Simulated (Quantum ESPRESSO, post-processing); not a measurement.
# W(110) under a row of overlayers, part 2 of 2

Aim: how a monolayer of each of several elements shifts the work function of W(110).

Quantum ESPRESSO 7.5; plane-wave DFT, PBE, GBRV ultrasoft pseudopotentials.

So far. Step 10 (Self-consistent run, Na overlayer): Inside the slab this potential holds the local part of the pseudopotentials, which can be repulsive at the nuclei; only its value in the vacuum has a meaning of its own. Step 11 (Projected density of states, Na overlayer): The atomic orbitals miss 0.1 % of the occupied states; for empty states the projections can miss much more.

## Step 12: Relaxation with pw.x, Mg overlayer

System of this step: W(110), 5 layers, one monolayer of Mg on top sites. The cell holds 6 atoms: 5 W and 1 Mg. Cell: a = 2.737 Å, b = 2.737 Å, c = 27.938 Å, α = 90.0°, β = 90.0°, γ = 70.5°. It derives from W. Vacuum lies along c.

The input, Mg.relax.in:

```
&control
  prefix = 'Mg.relax'
  outdir = './out'
  pseudo_dir = './pseudo'
  nstep = 40
  forc_conv_thr = 0.001
  calculation = 'relax'
/
&system
  ibrav = 0
  nat = 6
  ntyp = 2
  ecutwfc = 40
  ecutrho = 200
  occupations = 'smearing'
  smearing = 'mv'
  degauss = 0.02
/
&electrons
  conv_thr = 1e-07
  mixing_beta = 0.4
  electron_maxstep = 120
  mixing_mode = 'local-TF'
/
&ions
/
ATOMIC_SPECIES
  W   183.8400  w_pbe_v1.2.uspp.F.UPF
  Mg  24.3050  mg_pbe_v1.4.uspp.F.UPF
CELL_PARAMETERS angstrom
  2.23445742854949 -1.58000000000000 0.00000000000000
  2.23445742854949 1.58000000000000 0.00000000000000
  0.00000000000000 0.00000000000000 27.93782971419796
ATOMIC_POSITIONS crystal
  W   0.000000000000 0.000000000000 0.297088216404 0 0 0
  W   0.500000000000 0.500000000000 0.377067851595 0 0 0
  W   0.000000000000 0.000000000000 0.457047486785 0 0 0
  W   0.500000000000 0.500000000000 0.537027121975
  W   0.000000000000 0.000000000000 0.617006757165
  Mg  0.000000000000 0.000000000000 0.725461853034
K_POINTS automatic
  10 10 1 0 0 0
```

Command:

```sh
$ OMP_NUM_THREADS=1 mpirun -n 4 pw.x -nk 4 -in Mg.relax.in > Mg.relax.out
```

Wall time 16 min (4 MPI ranks of Arm Neoverse V1, shared host); peak memory 0.87 GiB; 63 min of CPU time.

Step by step:

```tsv
step	energy less that of the first step (eV)	largest force (eV/Å)
1	0.0000	0.3171
2	-0.0036	0.2341
3	-0.0075	0.2082
4	-0.0123	0.1733
5	-0.0166	0.0994
6	-0.0181	0.0681
7	-0.0182	0.0493
8	-0.0183	0.0417
9	-0.0184	0.0386
10	-0.0185	0.0389
11	-0.0187	0.0499
12	-0.0189	0.0581
13	-0.0191	0.0724
14	-0.0192	0.0632
15	-0.0193	0.0309
16	-0.0193	0.0047
```

The atoms that moved most (Å):

```tsv
atom	dx	dy	dz	length
Mg6	0.000	0.000	-0.088	0.088
W5	0.000	0.000	0.036	0.036
W4	0.000	0.000	0.034	0.034
```

The relaxation lowers the energy by 3 meV an atom. On the free atoms the largest force ends at 0.005 eV/Å.

Numbers from this step:

```
free energy  : -12527.9812 eV
Fermi energy : 7.623 eV
```

## Step 13: Self-consistent run, Mg overlayer, with startingpot = atomic

The input, Mg.esm.try.in:

```
&control
  prefix = 'Mg.esm'
  outdir = './out'
  pseudo_dir = './pseudo'
  calculation = 'scf'
  tprnfor = .true.
/
&system
  ibrav = 0
  nat = 6
  ntyp = 2
  ecutwfc = 40
  ecutrho = 200
  occupations = 'smearing'
  smearing = 'mv'
  degauss = 0.02
  assume_isolated = 'esm'
  esm_bc = 'bc1'
/
&electrons
  conv_thr = 1e-07
  mixing_beta = 0.4
  electron_maxstep = 120
  mixing_mode = 'local-TF'
/
ATOMIC_SPECIES
  W   183.8400  w_pbe_v1.2.uspp.F.UPF
  Mg  24.3050  mg_pbe_v1.4.uspp.F.UPF
CELL_PARAMETERS angstrom
  2.23445742854949 -1.58000000000000 0.00000000000000
  2.23445742854949 1.58000000000000 0.00000000000000
  0.00000000000000 0.00000000000000 27.93782971419796
ATOMIC_POSITIONS crystal
  W   0.000000000000 0.000000000000 -0.212608726850
  W   0.500000000000 0.500000000000 -0.132629091650
  W   0.000000000000 0.000000000000 -0.052649456450
  W   0.500000000000 0.500000000000 0.028545460050
  W   0.000000000000 0.000000000000 0.108602014650
  Mg  0.000000000000 0.000000000000 0.212608726850
K_POINTS automatic
  10 10 1 0 0 0
```

Command:

```sh
$ OMP_NUM_THREADS=1 mpirun -n 4 pw.x -nk 4 -in Mg.esm.try.in > Mg.esm.try.out
```

Run time: 20 min. Hardware: 4 MPI ranks; peak memory 0.87 GiB.

The run ended without convergence. The estimated SCF accuracy went from 1.5e+03 Ry in the first cycle kept to 1.01 Ry at best and 46 Ry in the last.

From atomic densities this run did not converge under open boundaries; a start from the density of a periodic run is one way round.

## Step 14: Self-consistent run, Mg overlayer

A plain periodic run, loosely converged, makes a sound starting density. Its levels are not used.

Mg.esm.pre.in, as its differences from the input of step 13:

```diff
@@ -1,3 +1,3 @@
 &control
-  prefix = 'Mg.esm'
+  prefix = 'Mg.esm.pre'
   outdir = './out'
@@ -16,7 +16,5 @@
   degauss = 0.02
-  assume_isolated = 'esm'
-  esm_bc = 'bc1'
 /
 &electrons
-  conv_thr = 1e-07
+  conv_thr = 1e-05
   mixing_beta = 0.4
```

Command:

```sh
$ OMP_NUM_THREADS=1 mpirun -n 4 pw.x -nk 4 -in Mg.esm.pre.in > Mg.esm.pre.out
```

The job ended after 2 min (4 MPI ranks; peak memory 0.75 GiB; 7.9 min of CPU time).

Numbers from this step:

```
free energy  : -12527.9813 eV
Fermi energy : 7.625 eV
```

## Step 15: SCF with pw.x, Mg overlayer

The run with open boundaries is repeated, now from the density of the periodic run.

Mg.esm.in, as its differences from the input of step 14:

```diff
@@ -1,3 +1,3 @@
 &control
-  prefix = 'Mg.esm.pre'
+  prefix = 'Mg.esm'
   outdir = './out'
@@ -16,5 +16,7 @@
   degauss = 0.02
+  assume_isolated = 'esm'
+  esm_bc = 'bc1'
 /
 &electrons
-  conv_thr = 1e-05
+  conv_thr = 1e-07
   mixing_beta = 0.4
@@ -22,2 +24,3 @@
   mixing_mode = 'local-TF'
+  startingpot = 'file'
 /
```

Command:

```sh
$ cp -r out/Mg.esm.pre.save out/Mg.esm.save
$ OMP_NUM_THREADS=1 mpirun -n 4 pw.x -nk 4 -in Mg.esm.in > Mg.esm.out
```

Run time: 3.5 min. Hardware: 4 MPI ranks; peak memory 0.74 GiB.

This step gave:

- free energy: -12527.9801 eV
- Fermi energy: -4.451 eV
- vacuum line at the lower end of the cell, over the Fermi level: 4.915 eV
- vacuum line at the upper end of the cell, over the Fermi level: 3.986 eV

The potential energy, planar mean oscillates, so the rows of the table below give means over windows of 2.21 Å about each position, cut where the curve ends. Its maxima inside the range that stand out by 2 % of the span (Å: eV): -4.8: -2.90, -2.6: -3.01, -0.3: -2.60, 1.9: -2.82, 4.5: 1.95. Its minima: -5.9: -15.3, -3.7: -15.9, -1.5: -15.8, 0.8: -15.8, 3.0: -15.3, 5.9: -14.5.

Electrostatic potential energy of an electron; zero at the Fermi level. The potential energy, planar mean by z; means over each step:

```tsv
z (Å)	potential energy, planar mean (eV)
-12.87	4.92
-10.66	4.91
-8.45	4.44
-6.24	-8.59
-4.03	-9.82
-1.82	-9.82
0.39	-9.67
2.60	-9.45
4.81	-3.21
7.02	-2.05
9.23	3.93
11.44	3.99
13.65	3.99
```

The covered face stands at 3.99 eV against 4.84 eV when clean.

Inside the slab this potential holds the local part of the pseudopotentials, which can be repulsive at the nuclei; only its value in the vacuum has a meaning of its own.

## Step 16: Projected density of states, Mg overlayer

The input, Mg.pdos.in:

```
&projwfc
  prefix = 'Mg.esm'
  outdir = './out'
  filpdos = 'Mg.pdos'
  Emin = -12.451
  Emax = -0.451
  DeltaE = 0.1
  ngauss = 0
  degauss = 0.01
/
```

Command:

```sh
$ OMP_NUM_THREADS=1 mpirun -n 4 projwfc.x -in Mg.pdos.in > Mg.pdos.out
```

Run time: 2.4 s. Hardware: 4 MPI ranks; peak memory 0.23 GiB.

This step gave:

| Quantity | Value |
| --- | --- |
| spilling of the projection | 0.0037 |

Projected DOS an atom over height of the atomic layer and energy from the Fermi level. Columns are the atomic layers from the bottom up.

Ten even steps from '0' (0.00 states/eV) to '9' (1.78 states/eV), each cell a mean:
```
655550
544440
534460
722261
511161
412251
933371
967691
657771
676660
798970
478660
222341
464550
354541
255531
144320
133310
011100
011100
000000
000000
```
Columns: height of the atomic layer (Å) from -5.94 to 5.94 (not evenly spaced); rows upwards: energy from the Fermi level (eV) from -8.00 to 1.50.

The atomic orbitals miss 0.4 % of the occupied states; for empty states the projections can miss much more.

## Step 17: Relaxation with pw.x, Al overlayer

System of this step: W(110), 5 layers, one monolayer of Al on top sites. The cell holds 6 atoms: 5 W and 1 Al. Cell: a = 2.737 Å, b = 2.737 Å, c = 27.938 Å, α = 90.0°, β = 90.0°, γ = 70.5°. It derives from W. Vacuum lies along c.

The input, Al.relax.in:

```
&control
  prefix = 'Al.relax'
  outdir = './out'
  pseudo_dir = './pseudo'
  nstep = 40
  forc_conv_thr = 0.001
  calculation = 'relax'
/
&system
  ibrav = 0
  nat = 6
  ntyp = 2
  ecutwfc = 40
  ecutrho = 200
  occupations = 'smearing'
  smearing = 'mv'
  degauss = 0.02
/
&electrons
  conv_thr = 1e-07
  mixing_beta = 0.4
  electron_maxstep = 120
  mixing_mode = 'local-TF'
/
&ions
/
ATOMIC_SPECIES
  W   183.8400  w_pbe_v1.2.uspp.F.UPF
  Al  26.9815  al_pbe_v1.uspp.F.UPF
CELL_PARAMETERS angstrom
  2.23445742854949 -1.58000000000000 0.00000000000000
  2.23445742854949 1.58000000000000 0.00000000000000
  0.00000000000000 0.00000000000000 27.93782971419796
ATOMIC_POSITIONS crystal
  W   0.000000000000 0.000000000000 0.297088216404 0 0 0
  W   0.500000000000 0.500000000000 0.377067851595 0 0 0
  W   0.000000000000 0.000000000000 0.457047486785 0 0 0
  W   0.500000000000 0.500000000000 0.537027121975
  W   0.000000000000 0.000000000000 0.617006757165
  Al  0.000000000000 0.000000000000 0.718303100831
K_POINTS automatic
  10 10 1 0 0 0
```

Command:

```sh
$ OMP_NUM_THREADS=1 mpirun -n 4 pw.x -nk 4 -in Al.relax.in > Al.relax.out
```

Run time: 7.5 min. Hardware: 4 MPI ranks; peak memory 0.89 GiB; 30 min of CPU time.

Step by step:

```tsv
step	energy less that of the first step (eV)	largest force (eV/Å)
1	0.0000	0.5490
2	-0.0085	0.4495
3	-0.0166	0.3374
4	-0.0263	0.2066
5	-0.0326	0.1113
6	-0.0329	0.0679
7	-0.0332	0.0315
8	-0.0332	0.0257
```

The atoms that moved most (Å):

```tsv
atom	dx	dy	dz	length
W5	0.000	0.000	0.066	0.066
Al6	0.000	0.000	-0.062	0.062
W4	0.000	0.000	0.031	0.031
```

The relaxed structure:

```xyz
6
Lattice="2.2345 -1.5800 0.0000 2.2345 1.5800 0.0000 0.0000 0.0000 27.9378" Properties=species:S:1:pos:R:3
W     0.0000    0.0000    8.3000
W     2.2345    0.0000   10.5345
W     0.0000    0.0000   12.7689
W     2.2345    0.0000   15.0346
W     0.0000    0.0000   17.3043
Al    0.0000    0.0000   20.0057
```

The relaxation lowers the energy by 6 meV an atom. On the free atoms the largest force ends at 0.026 eV/Å.

This step gave:

| Property | Result |
| --- | --- |
| free energy | -10914.3772 eV |
| Fermi energy | 7.428 eV |

## Step 18: Ground state, Al overlayer

The input, Al.esm.in:

```
&control
  prefix = 'Al.esm'
  outdir = './out'
  pseudo_dir = './pseudo'
  calculation = 'scf'
  tprnfor = .true.
/
&system
  ibrav = 0
  nat = 6
  ntyp = 2
  ecutwfc = 40
  ecutrho = 200
  occupations = 'smearing'
  smearing = 'mv'
  degauss = 0.02
  assume_isolated = 'esm'
  esm_bc = 'bc1'
/
&electrons
  conv_thr = 1e-07
  mixing_beta = 0.4
  electron_maxstep = 120
  mixing_mode = 'local-TF'
/
ATOMIC_SPECIES
  W   183.8400  w_pbe_v1.2.uspp.F.UPF
  Al  26.9815  al_pbe_v1.uspp.F.UPF
CELL_PARAMETERS angstrom
  2.23445742854949 -1.58000000000000 0.00000000000000
  2.23445742854949 1.58000000000000 0.00000000000000
  0.00000000000000 0.00000000000000 27.93782971419796
ATOMIC_POSITIONS crystal
  W   0.000000000000 0.000000000000 -0.209495039150
  W   0.500000000000 0.500000000000 -0.129515403950
  W   0.000000000000 0.000000000000 -0.049535768750
  W   0.500000000000 0.500000000000 0.031563258850
  W   0.000000000000 0.000000000000 0.112801821650
  Al  0.000000000000 0.000000000000 0.209495039150
K_POINTS automatic
  10 10 1 0 0 0
```

Command:

```sh
$ OMP_NUM_THREADS=1 mpirun -n 4 pw.x -nk 4 -in Al.esm.in > Al.esm.out
```

Elapsed: 3.4 min, on 4 MPI ranks; peak memory 0.87 GiB.

Read from the output:

* free energy: -10914.3765 eV
* Fermi energy: -4.629 eV
* vacuum line at the lower end of the cell, over the Fermi level: 4.933 eV
* vacuum line at the upper end of the cell, over the Fermi level: 4.324 eV

The potential energy, planar mean oscillates, so the rows of the table below give means over windows of 2.27 Å about each position, cut where the curve ends. Its maxima inside the range that stand out by 2 % of the span (Å: eV): -4.8: -2.84, -2.4: -3.08, -0.2: -2.58, 2.0: -2.40, 4.5: 1.67. Its minima: -5.8: -15.3, -3.6: -15.9, -1.4: -15.8, 0.9: -15.7, 3.1: -15.3, 5.8: -14.1.

Electrostatic potential energy of an electron; zero at the Fermi level. Potential energy, planar mean against z; means over each step:

z (Å), potential energy, planar mean (eV) and a bar from the least value:
```
   -12.84        4.9 ##############################
   -10.57        4.9 ##############################
    -8.30        4.4 #############################
    -6.03       -8.7 ##
    -3.76       -9.7 
    -1.49       -9.6 
     0.78       -9.5 
     3.05       -9.1 #
     5.32       -5.7 ########
     7.59        2.4 #########################
     9.86        4.3 #############################
    12.13        4.3 #############################
```

The covered face stands at 4.32 eV against 4.84 eV when clean.

Inside the slab this potential holds the local part of the pseudopotentials, which can be repulsive at the nuclei; only its value in the vacuum has a meaning of its own.

## Step 19: Projected density of states, Al overlayer

The input, Al.pdos.in:

```
&projwfc
  prefix = 'Al.esm'
  outdir = './out'
  filpdos = 'Al.pdos'
  Emin = -12.629
  Emax = -0.629
  DeltaE = 0.1
  ngauss = 0
  degauss = 0.01
/
```

Command:

```sh
$ OMP_NUM_THREADS=1 mpirun -n 4 projwfc.x -in Al.pdos.in > Al.pdos.out
```

Wall time 2.2 s (4 MPI ranks); peak memory 0.24 GiB.

Read from the output:

```
spilling of the projection : 0.0014
```

Projected DOS an atom over height of the atomic layer and energy from the Fermi level. Columns are the atomic layers from the bottom up.

Values in states/eV, 22 rows by 6 columns, each cell a mean:
```
1.14 0.98 0.96 1.01 0.97 0.50
0.86 0.79 0.75 0.76 0.64 0.29
1.15 0.75 0.81 0.69 0.73 0.28
1.30 0.47 0.40 0.49 1.27 0.57
1.06 0.26 0.32 0.40 1.04 0.47
0.83 0.33 0.38 0.38 0.70 0.32
1.70 0.75 0.76 0.84 1.36 0.47
1.61 1.08 1.36 1.22 1.59 0.51
1.14 1.05 1.27 1.23 1.41 0.56
1.22 1.22 1.23 1.32 1.46 0.47
1.34 1.70 1.52 1.67 1.10 0.26
0.74 1.33 1.41 0.96 0.71 0.25
0.33 0.51 0.41 0.61 0.57 0.28
0.95 1.14 0.91 1.19 0.99 0.24
0.63 0.98 0.82 0.86 0.67 0.27
0.55 1.08 0.95 0.95 0.56 0.33
0.36 0.76 0.83 0.71 0.45 0.28
0.25 0.54 0.57 0.42 0.24 0.24
0.12 0.20 0.21 0.18 0.19 0.27
0.11 0.22 0.23 0.21 0.18 0.25
0.06 0.11 0.10 0.09 0.12 0.17
0.05 0.10 0.09 0.08 0.13 0.19
```
Columns: height of the atomic layer (Å) from -5.85 to 5.85 (not evenly spaced); rows upwards: energy from the Fermi level (eV) from -8.00 to 1.50.

The atomic orbitals miss 0.1 % of the occupied states; for empty states the projections can miss much more.

## Step 20: The series side by side

Against the clean face, with Pauling's electronegativity for orientation:

```tsv
overlayer	electronegativity	height over the top plane (Å)	change of work function (eV)
Li	0.98	2.69	-0.93
Na	0.93	3.07	-1.18
Mg	1.31	2.91	-0.86
Al	1.61	2.70	-0.52
```

All levels:

```tsv
level	covered face (eV)	bare face (eV)	CPU time (s)
clean	4.842	4.885	493.9
Li	3.913	4.906	2666
Na	3.663	4.911	1285
Mg	3.986	4.915	844.7
Al	4.324	4.933	822.7
```

## Step 21: A check by hand

Under Na the faces differ by -1.25 eV. By the Helmholtz relation p = −Δφ A/180.95 = +0.0487 e Å a cell, or +0.23 D.

## Step 22: Summary of results

```yaml
work_function_of_the_clean_face: 4.84 eV
change_under_li: -0.93 eV
change_under_na: -1.18 eV
change_under_mg: -0.86 eV
change_under_al: -0.52 eV
```

What this shows: On a clean face of 4.84 eV the changes run from -1.18 eV (Na) to -0.52 eV (Al) (PBE, GBRV ultrasoft). The changes follow electronegativity: the more electronegative the overlayer, the higher the work function. The bare face moves by 0.05 eV over the row; it should not move at all, so the changes above are uncertain by about as much. Full 1×1 monolayers on one site are model structures; at this coverage neighbours depolarise each other, and real layers may take other sites or reconstruct. The upper layers were relaxed under PBE at the tabulated lattice constant. Spin-orbit coupling is left out; depending on the atoms that carry the levels of interest, it can split and shift them by tenths of an eV to an eV or more.

Calculation against experiment:

| quantity | measured | PBE, GBRV ultrasoft, clean |
| --- | --- | --- |
| work function (clean (110) face) (eV) | 5.25 | 4.84 (-0.41 eV) |

Measured values from arxiv:1902.07811 (2019).

How well it matches: The work function is off by -0.41 eV: a clear miss. The grades are ours: good and fair within 3 and 7 % for the work function. Other measurements of the same face can differ from the value quoted by 0.1 to 0.2 eV.

[Logs are printed without paths, hosts, clocks, repeated set-up lines and the standing remarks that a program may print on its own settings, such as how far it seeks lower states.]

[Hosts, paths, dates, database ids (printed as entryN), source tags and the programs' standing remarks are cut or masked in the printed files.]

[Maps of the electrostatic potential energy from Ansatz leave out the sawtooth potential of an applied field or a dipole correction, so their vacuum need not be flat; planar profiles and work functions include it.]
